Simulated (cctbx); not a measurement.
## Symmetry from intensities

Cell: a = 5.3380 Å, b = 17.2240 Å, c = 13.1090 Å, α = 90.00°, β = 90.00°, γ = 90.00°. Expected content of the cell: Hg4 Cs10 Ag22.

The data are simulated with cctbx, not measured: Mo Kα, λ = 0.71073 Å, to d = 0.7 Å, 70 % of the full sphere, strongest reflection 20000 counts, noise from counting, a 1.5 % proportional error and a noise floor of 4 counts (s.d.); no absorption, some extinction.

Tests on the unmerged data give:

```text
10238 reflections to d = 0.700 A
centring   violations  <I/sigma> of those
    A          1 of  5132      0.0
    B       2308 of  5066     10.1
    C       2307 of  5102     10.0
    I       2326 of  5085      8.9
    R       3185 of  6812     10.3
    F       2308 of  7650      6.7
Laue class    unique    Rint  (classes that these axes allow; Friedel mates merged)
A 1 2/m 1        1890   0.033
A 1 1 2/m        1895   0.033
A m m m          1086   0.035
space group    extra absences  I>4sigma  <I/sigma>
A 21 2 2                6          0       0.6  acentric
A 2 2 2                 0          0         -  acentric
A 2 m m                 0          0         -  acentric
A m m 2                 0          0         -  acentric
A m 2 m                 0          0         -  acentric
A m m m                 0          0         -  centric
Wilson B = 0.37 A^2   <|E^2-1|> = 0.852 (0.968 centric, 0.736 acentric)   E^2>4: 1.9 %
shell (A)         n   <I/sigma>
10.43 - 1.40    155     45.1
 1.40 - 1.11    138     40.4
 1.11 - 0.97    137     35.2
 0.97 - 0.88    127     35.8
 0.88 - 0.82    137     28.9
 0.82 - 0.77    123     32.2
 0.77 - 0.73    139     29.6
 0.73 - 0.70    130     28.2
```

Q: Read the symmetry from these tables.

The reflections that A centring forbids are absent (⟨I/σ⟩ near 0), so the lattice is A.

Rint stays low (0.033 to 0.035) up to A m m m, the highest class in these axes.

6 settings pass the absence test. The most absences obeyed, 6, belong to A 21 2 2 alone.

⟨|E²−1|⟩ = 0.852 lies between the two ideal values. The Wilson B of 0.37 Å² means U ≈ 0.0047 Å².

The true group is Amm2 (no. 38), Laue class mmm, non-centrosymmetric. It passes the tests but isn't the first choice, because the arrangement of the atoms makes further classes of reflections very weak or absent.

This is a model crystal, built by substitution and not relaxed, with assumed displacement parameters.

[Logs are printed without paths, hosts, clocks, repeated set-up lines and the standing remarks that a program may print on its own settings, such as how far it seeks lower states.]
